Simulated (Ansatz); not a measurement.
In doubt: masses and optical values from hybrid runs of this build are listed as unsure, which bears on the screening that GW takes from such a start.

Rows from a G0W0 calculation on TiO2 (Anatase) (Ansatz 0.2.0; G0W0 on HSE06, plane waves, PAW; 6×6×6 mesh, 154 empty bands, screening to 100 eV), in eV. Spin-orbit coupling is left out.

| row | k | band | start | Σx | Σc at the solution | Vxc |
| --- | --- | --- | --- | --- | --- | --- |
| A | (0.000, 0.000, -0.500) | c1 | 11.354 | -13.299 | -6.679 | -20.831 |
| B | (0.000, 0.000, -0.500) | v1 | 6.287 | -25.933 | 4.392 | -22.010 |
| C | Γ | c2 | 10.818 | -12.884 | -6.599 | -20.317 |
| D | Γ | c1 | 9.951 | -12.396 | -5.926 | -19.113 |
| E | Γ | v1 | 5.834 | -25.496 | 4.449 | -21.464 |

**Question.** Give the quasiparticle energies and the shift of each level.

The quasiparticle equation reads E = start + Σx + Σc(E) − Vxc.

| row | E (eV) | shift (eV) |
| --- | --- | --- |
| A | 12.207 | +0.853 |
| B | 6.755 | +0.468 |
| C | 11.651 | +0.833 |
| D | 10.744 | +0.792 |
| E | 6.251 | +0.417 |

Limits: not at the basis limit.

[Runs of the session that timed out or met a known fault of the program may be left out.]

[Cells called generated may have been cut or substituted from an entry of the Crystallography Open Database or the Materials Project.]

[Hosts, paths, dates, database ids (printed as entryN), source tags and the programs' standing remarks are cut or masked in the printed files.]
